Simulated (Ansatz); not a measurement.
# BaTi3Ni, from a guessed structure to a relaxed one

Starting from a made-up structure for BaTi3Ni, the aim is the relaxed cell, its shortest contacts and, where a second run follows, its electronic structure.

Main program and level: Ansatz 0.2.0; DFT, PBE, plane-wave PAW, default files, scalar-relativistic, ferromagnetic start, cell and ions relaxed at zero pressure.

## (1) Set-up

Symmetry: I-4m2, No. 119, tetragonal system. The conventional cell has a = 4.466 Å, b = 4.466 Å, c = 10.648 Å, α = 90.00°, β = 90.00°, γ = 90.00°. Nearest to Ba lie 12 Ti at 3.41 to 3.47 Å and 4 Ni at 3.47 Å. Nearest to Ni lie 8 Ti at 2.62 to 3.16 Å and 4 Ba at 3.47 Å. Nearest to Ti lie 4 Ti at 2.62 Å and 4 Ni at 3.16 Å and 4 Ba at 3.47 Å. Nearest to Ti lie 3 Ti at 2.57 to 2.62 Å and 2 Ni at 2.62 Å and 4 Ba at 3.41 Å. Farther neighbours are not listed.

## (2) Relaxation of the guess

The guess takes its coordinates from another compound and its volume from a rule, so the cell and any free coordinates are relaxed together.

Contents of input.yaml:

```yaml
crystal:
  lattice:
    - [-2.233, 2.233, 5.324]
    - [2.233, -2.233, 5.324]
    - [2.233, 2.233, -5.324]
  atoms:
    - { symbol: Ba, position: [0.0, 0.0, 0.0] }
    - { symbol: Ni, position: [0.25, 0.75, 0.5], spin: 1.0 }
    - { symbol: Ti, position: [0.75, 0.25, 0.5], spin: 1.0 }
    - { symbol: Ti, position: [0.3792, 0.3792, 0.0], spin: 1.0 }
    - { symbol: Ti, position: [0.6208, 0.6208, 0.0], spin: 1.0 }
magnetization:
  spin_polarized: true
kpoints:
  mp_grid: { grid: [8, 8, 8] }
scf:
  occupations: { method: fermi_dirac, width: 0.05 }
hamiltonian:
  xc: pbe
  pseudopotentials: { kind: paw }
relax:
  f_tol: 0.015
  max_steps: 70
  cell: {}
output:
  forces: true
  stress: true
```

On the command line:

```console
$ ansatz run input.yaml --threads 4 --pin off --max-ram 8192MiB --backend cpu --events-out ev --progress --plain --runs-dir out
```

Numbers of over 12 decimals in the logs are rounded to 6 here.

What it wrote:

```text
Engine: ansatz 0.2.0, aarch64-unknown-linux-gnu
Pseudopotentials: kind: paw
Pseudopotential: Ba, paw, valence charge 10, recommended cutoff 420 eV (normal), Ba.paw.azcp
Pseudopotential: Ni, paw, valence charge 18, recommended cutoff 420 eV (normal), Ni.paw.azcp
Pseudopotential: Ti, paw, valence charge 12, recommended cutoff 420 eV (normal), Ti.paw.azcp
Functional definition: PBE
  parameter kappa = 0.804
  parameter beta = 0.066725
  exchange = pbe_x(kappa = kappa, mu = beta*pi^2/3)
  correlation = pbe_c(beta = beta)
Crystal: 5 atoms, lattice volume = 106.188 Å³
Basis set: ecut = 420 eV, 2097 PW (Γ), exchange–correlation on 90×90×90 points (8 copies of the dense FFT grid, shifted against one another)
Bands: 41, of which v1, the nominal top of the filled ones, is band 32 counted from 1 (31 counted from 0)
Symmetry: 8 space group operations
Space group: I-4m2 (ITA 119), of the structure as read, at distance tolerance 4.7e-5 Å
Magnetic group: BNS 119.315 (UNI 975), of the structure as read, at distance tolerance 4.7e-5 Å
k-points: 59 of 512 (time reversal used)
Non-local potential: Ba, projectors of the file, l = 0: 3, l = 1: 2, l = 2: 2, l = 3: 2
Non-local potential: Ni, projectors of the file, l = 0: 3, l = 1: 2, l = 2: 3, l = 3: 1
Non-local potential: Ti, projectors of the file, l = 0: 3, l = 1: 2, l = 2: 3, l = 3: 1
PAW form: soft (Blöchl's): semilocal exchange-correlation on the pseudo side does not see the compensation charge
PAW one-centre angular grid: Ba, 194 points (default); XC on 64 Gauss nodes
PAW one-centre angular grid: Ni, 590 points (default); XC on 64 Gauss nodes
PAW one-centre angular grid: Ti, 590 points (default); XC on 64 Gauss nodes
Initial density: superposition of atomic densities (chi_scale 0.1, normalization cell, long waves kept (reshape's long-wave potential 0.00 eV rms))
Starting moments: Σ|m| = 4 μB on 4 of 5 sites
Initial wavefunctions: pseudopotential atomic-orbital guess
Functional: x = pbe(κ = 0.804, μ = 0.219515), c = pbe(β = 0.066725)
SCF iter   1: F=—  HF=-19287.704600 eV  |F-HF|=—  |Δ(HF+E_count)|=         —  Δρ=1.05e-1 (↑1.05e-1 ↓7.69e-2)  dr2=3.33e1  dr2_m=3.75e-1  M=2.958 μB ∫|m|=3.040 μB  β_m=0.30  ethr=3.10e-3  ⟨swp⟩=6.0  Hψ=18994  notcnv=0
Mixer restart at iter 1: flushing history
preconditioner: auto → Kerker (q_TF=auto, 2.508 Å⁻¹)  [metal: Δε(μ)=0.006 eV  Ē_g=5.401 eV  σ=0.050 eV  W_gap=0.03  n_scr=32 (ndim 8)  ℏωp=19.7 eV  f_vac=0.000  D(μ)=7.61/eV (n_scr^D=78)]
spin=Collinear: Kerker preconditioning applied to the charge; magnetization (m = ρ↑ − ρ↓) channel mixes plain (no charge-response kernel on spin).
SCF iter   2: F=—  HF=-19283.377414 eV  |F-HF|=—  |Δ(HF+E_count)|=    4.33e0  Δρ=4.06e-2 (↑3.01e-2 ↓4.06e-2)  dr2=2.52e0  dr2_m=2.25e-1  M=2.885 μB ∫|m|=2.947 μB  β_m=0.27  ethr=3.10e-3  ⟨swp⟩=4.0  Hψ=14145  notcnv=0  defer=62
SCF iter   3: F=—  HF=-19283.691383 eV  |F-HF|=—  |Δ(HF+E_count)|=   3.14e-1  Δρ=1.80e-2 (↑1.80e-2 ↓1.76e-2)  dr2=9.06e-1  dr2_m=1.86e-1  M=2.807 μB ∫|m|=2.888 μB  β_m=0.53  ethr=3.10e-3  ⟨swp⟩=2.3  Hψ=10632  notcnv=0  defer=47
SCF iter   4: F=—  HF=-19284.721195 eV  |F-HF|=—  |Δ(HF+E_count)|=    1.03e0  Δρ=2.39e-2 (↑5.71e-3 ↓2.39e-2)  dr2=4.61e-1  dr2_m=1.31e-1  M=2.455 μB ∫|m|=2.594 μB  β_m=0.71  ethr=1.42e-3  ⟨swp⟩=2.5  Hψ=8316  notcnv=0  defer=47
SCF iter   5: F=—  HF=-19285.195476 eV  |F-HF|=—  |Δ(HF+E_count)|=   4.74e-1  Δρ=1.13e-2 (↑1.88e-3 ↓1.13e-2)  dr2=1.75e-1  dr2_m=2.89e-2  M=2.116 μB ∫|m|=2.250 μB  β_m=0.82  ethr=7.20e-4  ⟨swp⟩=2.8  Hψ=9293  notcnv=0  defer=34
SCF iter   6: F=—  HF=-19285.196505 eV  |F-HF|=—  |Δ(HF+E_count)|=         —  Δρ=1.00e-2 (↑1.00e-2 ↓3.87e-3)  dr2=1.02e-1  dr2_m=2.04e-2  M=1.795 μB ∫|m|=1.920 μB  β_m=0.82  ethr=2.74e-4  ⟨swp⟩=3.0  Hψ=10321  notcnv=0  defer=34
Mixer restart at iter 6: flushing history
SCF iter   7: F=—  HF=-19285.264216 eV  |F-HF|=—  |Δ(HF+E_count)|=   6.77e-2  Δρ=1.22e-2 (↑1.05e-2 ↓1.22e-2)  dr2=3.19e-1  dr2_m=6.40e-3  M=1.699 μB ∫|m|=1.812 μB  β_m=0.43  ethr=1.60e-4  ⟨swp⟩=3.1  Hψ=11074  notcnv=0  defer=26  recentre
SCF iter   8: F=—  HF=-19285.205124 eV  |F-HF|=—  |Δ(HF+E_count)|=   5.91e-2  Δρ=7.05e-3 (↑7.05e-3 ↓3.69e-3)  dr2=6.03e-2  dr2_m=1.07e-2  M=1.706 μB ∫|m|=1.830 μB  β_m=0.29  ethr=1.60e-4  ⟨swp⟩=3.0  Hψ=11230  notcnv=0  defer=25
SCF iter   9: F=—  HF=-19285.209443 eV  |F-HF|=—  |Δ(HF+E_count)|=   4.32e-3  Δρ=2.61e-3 (↑2.61e-3 ↓2.51e-3)  dr2=4.59e-4  dr2_m=6.20e-3  M=1.608 μB ∫|m|=1.729 μB  β_m=0.55  ethr=9.43e-5  ⟨swp⟩=2.1  Hψ=9620  notcnv=0  defer=22
SCF iter  10: F=—  HF=-19285.213905 eV  |F-HF|=—  |Δ(HF+E_count)|=   4.46e-3  Δρ=2.25e-3 (↑2.25e-3 ↓2.13e-3)  dr2=3.02e-3  dr2_m=3.70e-3  M=1.380 μB ∫|m|=1.517 μB  β_m=0.73  ethr=7.16e-7  ⟨swp⟩=3.0  Hψ=11137  notcnv=0  defer=22
SCF iter  11: F=—  HF=-19285.218702 eV  |F-HF|=—  |Δ(HF+E_count)|=   4.80e-3  Δρ=1.72e-3 (↑1.72e-3 ↓1.48e-3)  dr2=4.65e-4  dr2_m=2.39e-3  M=1.099 μB ∫|m|=1.368 μB  β_m=0.67  ethr=7.16e-7  ⟨swp⟩=3.0  Hψ=11057  notcnv=0  defer=22
SCF iter  12: F=—  HF=-19285.221946 eV  |F-HF|=—  |Δ(HF+E_count)|=   3.24e-3  Δρ=1.53e-3 (↑6.49e-4 ↓1.53e-3)  dr2=2.94e-3  dr2_m=5.34e-4  M=0.823 μB ∫|m|=1.431 μB  β_m=0.97  ethr=7.16e-7  ⟨swp⟩=3.0  Hψ=11125  notcnv=0  defer=22
SCF iter  13: F=—  HF=-19285.223107 eV  |F-HF|=—  |Δ(HF+E_count)|=   1.16e-3  Δρ=1.24e-3 (↑9.75e-4 ↓1.24e-3)  dr2=3.58e-3  dr2_m=7.84e-5  M=0.728 μB ∫|m|=1.510 μB  β_m=0.88  ethr=7.16e-7  ⟨swp⟩=2.2  Hψ=9205  notcnv=0  defer=18
SCF iter  14: F=—  HF=-19285.222727 eV  |F-HF|=—  |Δ(HF+E_count)|=   3.79e-4  Δρ=2.26e-4 (↑2.26e-4 ↓1.88e-4)  dr2=2.26e-5  dr2_m=3.75e-5  M=0.713 μB ∫|m|=1.545 μB  β_m=0.94  ethr=7.16e-7  ⟨swp⟩=2.4  Hψ=9007  notcnv=0  defer=16
SCF iter  15: F=—  HF=-19285.222743 eV  |F-HF|=—  |Δ(HF+E_count)|=   1.54e-5  Δρ=2.03e-4 (↑2.03e-4 ↓1.85e-4)  dr2=2.34e-5  dr2_m=2.99e-5  M=0.743 μB ∫|m|=1.545 μB  β_m=0.97  ethr=3.53e-8  ⟨swp⟩=2.1  Hψ=8968  notcnv=0  defer=14
SCF iter  16: F=—  HF=-19285.222788 eV  |F-HF|=—  |Δ(HF+E_count)|=   4.51e-5  Δρ=2.04e-4 (↑1.98e-4 ↓2.04e-4)  dr2=3.76e-5  dr2_m=2.83e-5  M=0.714 μB ∫|m|=1.591 μB  β_m=0.98  ethr=3.53e-8  ⟨swp⟩=3.1  Hψ=10172  notcnv=0  defer=14
SCF iter  17: F=—  HF=-19285.222799 eV  |F-HF|=—  |Δ(HF+E_count)|=   1.13e-5  Δρ=1.26e-4 (↑1.26e-4 ↓9.84e-5)  dr2=2.11e-5  dr2_m=6.57e-6  M=0.744 μB ∫|m|=1.584 μB  β_m=0.83  ethr=3.53e-8  ⟨swp⟩=2.2  Hψ=8435  notcnv=0  defer=12
SCF iter  18: F=—  HF=-19285.222802 eV  |F-HF|=—  |Δ(HF+E_count)|=   3.15e-6  Δρ=8.79e-5 (↑8.79e-5 ↓7.99e-5)  dr2=5.14e-6  dr2_m=5.78e-6  M=0.750 μB ∫|m|=1.592 μB  β_m=0.92  ethr=3.30e-8  ⟨swp⟩=2.0  Hψ=6892  notcnv=0  defer=12
[...]
SCF 3 converged in 14 iterations: F = -19285.797072 eV  dr2 = 6.70e-8
relax step   3: F+E_penalty+E_count = -19285.79707226 eV  Δ(F+E_penalty+E_count) = -2.393e-1 eV  max|allowed force component| = 8.570e-2 eV/Å  Δτ_max = 0.1954 Å  P = +0.815 GPa  Ω = 112.045 Å³  energy of the carried Pulay correction = -4.769e-4 eV  (14 SCF iters, dr2 threshold 5.00e-7 eV, accepted)
[...]
relax step   4: F+E_penalty+E_count = -19285.83172572 eV  Δ(F+E_penalty+E_count) = -3.465e-2 eV  max|allowed force component| = 1.563e-2 eV/Å  Δτ_max = 0.0278 Å  P = +0.489 GPa  Ω = 113.579 Å³  energy of the carried Pulay correction = -5.976e-4 eV  (10 SCF iters, dr2 threshold 5.00e-7 eV, accepted)
[...]
relax step   5: F+E_penalty+E_count = -19285.85657368 eV  Δ(F+E_penalty+E_count) = -2.485e-2 eV  max|allowed force component| = 1.242e-2 eV/Å  Δτ_max = 0.0148 Å  P = -0.054 GPa  Ω = 115.533 Å³  energy of the carried Pulay correction = -7.490e-4 eV  (11 SCF iters, dr2 threshold 5.00e-7 eV, accepted)
[...]
relax step   6: F+E_penalty+E_count = -19285.85678622 eV  Δ(F+E_penalty+E_count) = -2.125e-4 eV  max|allowed force component| = 1.860e-3 eV/Å  Δτ_max = 0.0036 Å  P = -0.022 GPa  Ω = 115.337 Å³  energy of the carried Pulay correction = -7.340e-4 eV  (9 SCF iters, dr2 threshold 4.26e-8 eV, accepted)
[...]
relax step   7: F+E_penalty+E_count = -19285.85960855 eV  Δ(F+E_penalty+E_count) = -2.822e-3 eV  max|allowed force component| = 1.761e-3 eV/Å  Δτ_max = 0.0000 Å  P = +0.044 GPa  Ω = 115.337 Å³  stress off target by 1.48e-1 GPa  SCF on the basis re-selected at this cell (its energy is not comparable with the rows above)  (14 SCF iters)
[...]
relax step   8: F+E_penalty+E_count = -19285.85982632 eV  Δ(F+E_penalty+E_count) = -2.178e-4 eV  max|allowed force component| = 2.821e-3 eV/Å  Δτ_max = 0.0004 Å  P = +0.001 GPa  Ω = 115.490 Å³  energy of the carried Pulay correction = -8.268e-6 eV  (10 SCF iters, dr2 threshold 5.51e-8 eV, accepted)
iter 1 solved again at ethr=5.77e-7 eV; its pass at ethr=3.10e-3 eV (dr2=3.70e-4 eV) is discarded
SCF iter   1: F=—  HF=-19285.859659 eV  |F-HF|=—  |Δ(HF+E_count)|=         —  Δρ=5.88e-5 (↑5.88e-5 ↓5.75e-5)  dr2=3.29e-7  dr2_m=2.37e-9  M=0.776 μB ∫|m|=0.867 μB  β_m=0.65  ethr=5.77e-7  ⟨swp⟩=3.7  Hψ=32447  notcnv=0
eigensolver tolerance schedule: the retry pair's looser diagonalisation over-reported the residual by 1123.10 of it (diagonalisation noise at 0.26 of the residual, at the tolerance the schedule requests for it); recorded, not acted on — ethr = c·dr2/N_el stays at c = 1.0e-1
preconditioner: auto → Kerker (q_TF=auto, 1.935 Å⁻¹)  [metal: Δε(μ)=0.016 eV  Ē_g=5.118 eV  σ=0.050 eV  W_gap=0.08  n_scr=10 (ndim 8)  ℏωp=18.9 eV  f_vac=0.000  D(μ)=5.57/eV (n_scr^D=44)]
spin=Collinear: Kerker preconditioning applied to the charge; magnetization (m = ρ↑ − ρ↓) channel mixes plain (no charge-response kernel on spin).
SCF iter   2: F=—  HF=-19285.859818 eV  |F-HF|=—  |Δ(HF+E_count)|=   1.59e-4  Δρ=2.09e-5 (↑2.09e-5 ↓2.04e-5)  dr2=4.09e-8  dr2_m=2.66e-10  M=0.776 μB ∫|m|=0.867 μB  β_m=0.65  ethr=5.14e-10  ⟨swp⟩=3.3  Hψ=8649  notcnv=0
SCF iter   3: F=—  HF=-19285.859833 eV  |F-HF|=—  |Δ(HF+E_count)|=   1.52e-5  Δρ=4.65e-7 (↑4.34e-7 ↓4.65e-7)  dr2=3.34e-10  dr2_m=1.59e-11  M=0.776 μB ∫|m|=0.867 μB  β_m=0.69  ethr=6.39e-11  ⟨swp⟩=2.1  Hψ=6962  notcnv=0
SCF iter   4: F=—  HF=-19285.859833 eV  |F-HF|=—  |Δ(HF+E_count)|=   2.95e-8  Δρ=5.23e-7 (↑5.23e-7 ↓4.45e-7)  dr2=6.52e-10  dr2_m=1.00e-11  M=0.776 μB ∫|m|=0.867 μB  β_m=0.69  ethr=1.00e-12  ⟨swp⟩=2.0  Hψ=8798  notcnv=0
SCF iter   5: F=—  HF=-19285.859833 eV  |F-HF|=—  |Δ(HF+E_count)|=  3.64e-11  Δρ=1.20e-7 (↑1.20e-7 ↓8.96e-8)  dr2=3.95e-11  dr2_m=7.34e-12  M=0.776 μB ∫|m|=0.867 μB  β_m=0.85  ethr=1.00e-12  ⟨swp⟩=2.0  Hψ=8290  notcnv=0
SCF iter   6: F=—  HF=-19285.859833 eV  |F-HF|=—  |Δ(HF+E_count)|=  6.55e-11  Δρ=1.26e-7 (↑1.26e-7 ↓9.66e-8)  dr2=3.75e-11  dr2_m=2.11e-12  M=0.776 μB ∫|m|=0.867 μB  β_m=0.92  ethr=1.00e-12  ⟨swp⟩=1.5  Hψ=4921  notcnv=0
SCF iter   7: F=—  HF=-19285.859833 eV  |F-HF|=—  |Δ(HF+E_count)|=  2.91e-11  Δρ=9.41e-8 (↑9.41e-8 ↓7.44e-8)  dr2=6.47e-11  dr2_m=2.72e-13  M=0.776 μB ∫|m|=0.867 μB  β_m=0.89  ethr=1.00e-12  ⟨swp⟩=2.0  Hψ=5794  notcnv=0
SCF iter   8: F=-19285.859833 eV  HF=-19285.859833 eV  |F-HF|=1.46e-11  |Δ(HF+E_count)|=  7.28e-12  Δρ=5.29e-8 (↑4.92e-8 ↓5.29e-8)  dr2=1.22e-11  dr2_m=6.46e-14  M=0.776 μB ∫|m|=0.867 μB  ethr=1.00e-12  ⟨swp⟩=3.0  Hψ=14767  notcnv=0
SCF 9 converged in 8 iterations: F = -19285.859833 eV  dr2 = 1.22e-11
relax step   9: F+E_penalty+E_count = -19285.85983293 eV  Δ(F+E_penalty+E_count) = -6.612e-6 eV  max|allowed force component| = 2.745e-3 eV/Å  Δτ_max = 0.0000 Å  P = +0.001 GPa  Ω = 115.490 Å³  stress off target by 3.77e-3 GPa  SCF on the basis re-selected at this cell (its energy is not comparable with the rows above)  (8 SCF iters)
basis re-selected at this cell: Δ(F+E_penalty+E_count) = -6.612e-6 eV, ΔP = -0.000 GPa vs the last step (what re-selecting the basis moved, of the pressure what is left beyond the Pulay correction that the steps carried, after the strain that the cell walked since its last selection, with what the two solves' SCF thresholds leave and, on support functions, any second-order correction that the steps lacked; it is no m [...]
SCF converged after 8 iterations
Magnetization: 0.7758 μB (32.3879 up, 31.6121 down)
Absolute magnetization: 0.8735 μB (∫|ρ↑−ρ↓|, with the PAW one-centre terms)
Spin contamination: 0.0797 ħ² per cell (⟨S²⟩ above its minimum at these occupations)
Per-site moments (μB) at R_I (Å): [(0.022103, 1.497348), (-0.017452, 1.028451), (0.00239714, 1.028451), (0.208188, 1.028451), (0.208188, 1.028451)]
Free energy (F): -19285.859833 eV
Harris-Foulkes:  -19285.859833 eV  (|F-HF|=1.46e-11)
Internal energy: -19285.812518 eV  (E = F + TS)
E sigma→0 (E₀):  -19285.836175 eV
Entropy (-TS):   -0.047315 eV (-9.463 meV/atom)
Fermi energy:    10.710724 eV
--- Per-component energies (eV) ---
  E_band       = -1006.641652
  E_kinetic    = 1272.822796
  E_local      = -9272.235583  (includes V_loc(G=0)·N_el)
  E_nonlocal   = 722.040876
  E_hartree    = 3979.378554
  E_xc         = -543.587131
  E_vxc        = -608.554292  (∫ρ·V_xc dr)
  E_paw        = -10001.727465  (= ΣΔE_a)
  E_vpaw       = -1079.473593  (= ΣTr[D̂ρ^β])
  E_aug_tail   = 0.000902  (compensation charges beyond the density's cutoff)
  E_ewald      = -5442.505467
  E_smearing   = -0.047315  (= −TS)
  E_closure    = 0.000000  (closes the sum)
  Σ components = -19285.859833   (vs F -19285.859833, Δ=0.00e0)
--- Forces (eV/Å), atoms counted from 1 ---
  atom   1  Ba    -0.00000000     0.00000000     0.00000000
  atom   2  Ni     0.00000000    -0.00000000    -0.00000000
  atom   3  Ti     0.00000000     0.00000000     0.00000000
  atom   4  Ti    -0.00000000     0.00000000    -0.00274532
  atom   5  Ti    -0.00000000     0.00000000     0.00274532
  max |Σ_I F_I| component: 3.47e-17 eV/Å
--- Stress (GPa, compression-positive) ---
       -0.000179       0.000000      -0.000000
        0.000000      -0.000179       0.000000
       -0.000000       0.000000       0.003769
  P = ⅓ Tr σ = 0.0011 GPa (0.011 kbar)
--- Relaxed structure (7 steps of the walk, 7 accepted, 2 SCFs on fresh bases) ---
  F+E_penalty+E_count = -19285.85983293 eV   max|allowed force component| = 2.745e-3 eV/Å   (the final SCF, on the basis selected at the relaxed cell)
  cell:  # Å, volume = 115.4896 Å³
    - [-2.234934, 2.234934, 5.780342]
    - [2.234934, -2.234934, 5.780342]
    - [2.234934, 2.234934, -5.780342]
  atoms:
    - { symbol: Ba, position: [-1.7920697065876073e-19, -1.7920697065876136e-19, 0] }
    - { symbol: Ni, position: [0.250000, 0.750000, 0.500000] }
    - { symbol: Ti, position: [0.750000, 0.250000, 0.500000] }
    - { symbol: Ti, position: [0.345589, 0.345589, 3.25029975150567e-19] }
    - { symbol: Ti, position: [0.654411, 0.654411, -5.82055539907315e-18] }
```

The job ended after 2.6 min (4 threads of Arm Neoverse V2, shared host; peak memory 0.77 GiB).

Step by step:

| step | energy less that of the first step (eV) | largest force component (eV/Å) | pressure (GPa) | volume (Å³) |
| --- | --- | --- | --- | --- |
| 1 | 0.0000 | 1.5669 | 1.37 | 106.19 |
| 2 | -0.3349 | 1.0537 | 0.18 | 109.83 |
| 3 | -0.5743 | 0.0857 | 0.82 | 112.04 |
| 4 | -0.6089 | 0.0156 | 0.49 | 113.58 |
| 5 | -0.6338 | 0.0124 | -0.05 | 115.53 |
| 6 | -0.6340 | 0.0019 | -0.02 | 115.34 |
| 7* | -0.6368 | 0.0018 | 0.04 | 115.34 |
| 8 | -0.6370 | 0.0028 | 0.00 | 115.49 |
| 9* | -0.6370 | 0.0027 | 0.00 | 115.49 |

Relaxation steps marked * repeat the geometry before them on a plane-wave basis chosen anew for their cell, so energy and pressure can jump there.

Forces are held to the 8 operations that the run works with; a distortion that breaks them can't arise in this run.

```
conventional cell, symmetrised  before   after  change
                         a (Å)   4.466   4.470  +0.1 %
                         b (Å)   4.466   4.470  +0.1 %
                         c (Å)  10.648  11.561  +8.6 %
              volume (Å³/atom)   21.24   23.10  +8.8 %
```

The atoms that moved most (Å, as changes of fractional coordinates times the final cell):

```csv
atom,dx,dy,dz,length
Ti4,0.000,0.000,-0.389,0.389
Ti5,0.000,0.000,0.389,0.389
```

Final coordinates:

```cif
data_structure
_symmetry_space_group_name_H-M 'P 1'
_symmetry_Int_Tables_number 1
_cell_length_a 6.5880
_cell_length_b 6.5880
_cell_length_c 6.5880
_cell_angle_alpha 140.339
_cell_angle_beta 140.339
_cell_angle_gamma 57.339
_cell_volume 115.49
loop_
_atom_site_label
_atom_site_type_symbol
_atom_site_fract_x
_atom_site_fract_y
_atom_site_fract_z
_atom_site_occupancy
Ba1 Ba 0.00000 0.00000 0.00000 1
Ni2 Ni 0.25000 0.75000 0.50000 1
Ti3 Ti 0.75000 0.25000 0.50000 1
Ti4 Ti 0.34559 0.34559 0.00000 1
Ti5 Ti 0.65441 0.65441 0.00000 1
```

This step gave:

* free energy: -19285.8598 eV
* energy at zero smearing: -19285.8362 eV
* smearing term TS: 0.04732 eV
* Fermi energy: 10.71 eV
* magnetization: 0.7758 μB
* absolute magnetization: 0.8735 μB
* site moments: 0.02210, -0.01745, 0.002397, 0.2082, 0.2082 μB
* electrons: 64
* symmetry operations: 8
* pressure: 0.001137 GPa

Site moment by atom:

```
atom  site moment (μB)
 Ba1             0.022
 Ni2            -0.017
 Ti3             0.002
 Ti4             0.208
 Ti5             0.208
```

Shortest distances by pair of elements, guess and relaxed (not always the same contact):

```csv
pair,guess (Å),relaxed (Å)
Ni–Ti,2.623,2.493
Ti–Ti,2.573,2.493
Ba–Ti,3.410,3.630
Ba–Ni,3.475,3.653
Ba–Ba,4.466,4.470
```

The relaxation ends with a largest force component of 0.0027 eV/Å and a pressure of 0.00 GPa.

## (3) Outcome

- space group, relaxed: I-4m2
- conventional cell: a = 4.470, b = 4.470, c = 11.561 Å; α = 90.0°, β = 90.0°, γ = 90.0°
- volume per atom: 23.10 Å³ (guess 21.24)
- total moment: 0.78 μB in the cell of 5 atoms

**Reading.** BaTi3Ni relaxes to I-4m2 with a = 4.470, b = 4.470 and c = 11.561 Å. The guessed volume was 8 % too small. The space group I-4m2 was held in the relaxation, so the end point is a stationary structure within it and may be a saddle against distortions or other arrangements. The input starts from parallel moments, and no other start was typed. Mesh and cutoff weren't tested. Spin-orbit coupling is left out, which can matter for elements this heavy. No dispersion term is used, so weakly bound directions may come out too long. Nothing here tests whether the compound is stable against decomposition.

[Logs are printed without paths, hosts, clocks, repeated set-up lines and the standing remarks that a program may print on its own settings, such as how far it seeks lower states.]

[Hosts, paths, dates, database ids (printed as entryN), source tags and the programs' standing remarks are cut or masked in the printed files.]
